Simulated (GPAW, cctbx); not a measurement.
# By hand: from a DFT structure factor to an extinction distance in Sr3Al

Sr3Al, Fm-3m (no. 225), a = 8.5535 Å, b = 8.5535 Å, c = 8.5535 Å, α = 90.00°, β = 90.00°, γ = 90.00°.

| atom | mult. | x | y | z |
| --- | --- | --- | --- | --- |
| Sr1 | 8 | 1/4 | 1/4 | 3/4 |
| Sr2 | 4 | 1/2 | 0 | 0 |
| Al1 | 4 | 0 | 0 | 0 |

The cell comes from substitution in a known structure type and wasn't matched to any measured phase.

A DFT run (GPAW, PBE, 450 eV, 5×5×5 k-points, Fermi–Dirac width 0.1 eV) gives the static X-ray structure factor of 111 as 92.318 e for the conventional cell; superposed free atoms give 92.975 e. **Problem.** Find the Fourier component V of the crystal potential and the two-beam extinction distance at 200 kV in both cases.

**1. Geometry**

The cell volume is Ω = 625.79 Å³ and d(111) = 4.9384 Å, so g = 1/d = 0.2025 Å⁻¹.

**2. The nuclei**

Electrons feel nuclei as well as electrons, so the nuclear charges are summed with the same phases.

Phase sums Σ exp(2πi h·x), turned so that the total is real and positive: Sr +4.000, Al -4.000. Then F_Z = 38 × (+4.000) + 13 × (-4.000) = 100.00 e. The electron term has the same sign for this reflection.

**3. Mott–Bethe**

Poisson's equation, term by term, gives V = (e/4πε₀)(F_Z − F)/(πΩg²), with e/4πε₀ = 14.3996 V Å.

The prefactor is 14.3996 × 4.9384²/(π × 625.79) = 0.17863 V per electron. Free atoms: (100.00 − 92.975) × 0.17863 = 1.255 V. Crystal: (100.00 − 92.318) × 0.17863 = 1.372 V. F changes by -0.71 % and V by +9.4 %: the same 0.66 e is measured against F_Z − F = 7.0 e in place of F = 93.0 e.

**4. Extinction distance**

In the two-beam case ξ = 1/(λU) with U = 2γm₀eV/h², that is ξ = 150.41 V Å²/(γλV).

At 200 kV, λ = 0.02508 Å and γ = 1.3914. Free atoms: ξ = 3435 Å. Crystal: ξ = 3141 Å. The thickness fringes go as sin²(πt/ξ), so the two patterns slip by a quarter of a period when t|1/ξ₁ − 1/ξ₀| = 1/4, at t ≈ 918 nm, thicker than usual samples. Thermal motion, absorption and many-beam coupling, left out here, change a real pattern.

**5. Answer**

V(111) is 1.37 V against 1.25 V, and ξ is 3141 against 3435 Å. Limits: static atoms, two beams.
